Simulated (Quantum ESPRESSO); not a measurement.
# Ru (hcp): which axis gives way under pressure?

Cell and atoms of hcp Ru are relaxed at set pressures, to see how each axis shrinks. The phase is followed to these pressures whether or not it stays the stable one.

Calculated with Quantum ESPRESSO 7.5, PBEsol, GBRV 1.5 ultrasoft potentials, cutoff 680 eV, Fermi–Dirac smearing 0.05 eV, k-mesh 18×18×10, no spin polarisation, no spin-orbit coupling.

Reference cell, relaxed at zero pressure with PBEsol (P6_3/mmc): a = 2.6884 Å, b = 2.6884 Å, c = 4.2497 Å, α = 90.00°, β = 90.00°, γ = 120.00°.

```csv
atom,x,y,z
Ru,0.3333,0.6667,0.7500
Ru,0.6667,0.3333,0.2500
```

```
P (GPa)   a (Å)   c (Å)     c/a
  −0.02  2.6884  4.2497  1.5807
   4.99  2.6754  4.2317  1.5817
  10.02  2.6633  4.2148  1.5826
  15.00  2.6519  4.1990  1.5834
  20.00  2.6412  4.1840  1.5841
  30.00  2.6215  4.1561  1.5854
```

**Question.** Give the linear compressibility of each axis at zero pressure, and the edges at −4.00 GPa, a row left out above.

Least squares with l = l0 + l1 P + l2 P² gives for a: l0 = 2.6883 Å, l1 = −2.625e−3 Å/GPa, l2 = 1.33e−5 Å/GPa², so β = −l1/l0 = 0.976 × 10⁻³ GPa⁻¹ and the withheld edge is 2.6990 Å. This extrapolates past the fitted rows. The run itself gives 2.6995 Å, so the estimate misses by 0.0005 Å, more than the largest misfit of the fitted rows (0.0001 Å).

Least squares with l = l0 + l1 P + l2 P² gives for c: l0 = 4.2495 Å, l1 = −3.627e−3 Å/GPa, l2 = 1.72e−5 Å/GPa², so β = −l1/l0 = 0.853 × 10⁻³ GPa⁻¹ and the withheld edge is 4.2643 Å. This extrapolates past the fitted rows. The run itself gives 4.2650 Å, so the estimate misses by 0.0007 Å, more than the largest misfit of the fitted rows (0.0002 Å).

The compressibilities add to the volume compressibility, 2β_a + β_c = 2.806 × 10⁻³ GPa⁻¹, or B0 ≈ 356 GPa; a parabola over so wide a range errs a few per cent to the stiff side. The a axis is the softest, 1.1 times as compressible as c.

[Logs are printed without paths, hosts, clocks, repeated set-up lines and the standing remarks that a program may print on its own settings, such as how far it seeks lower states.]
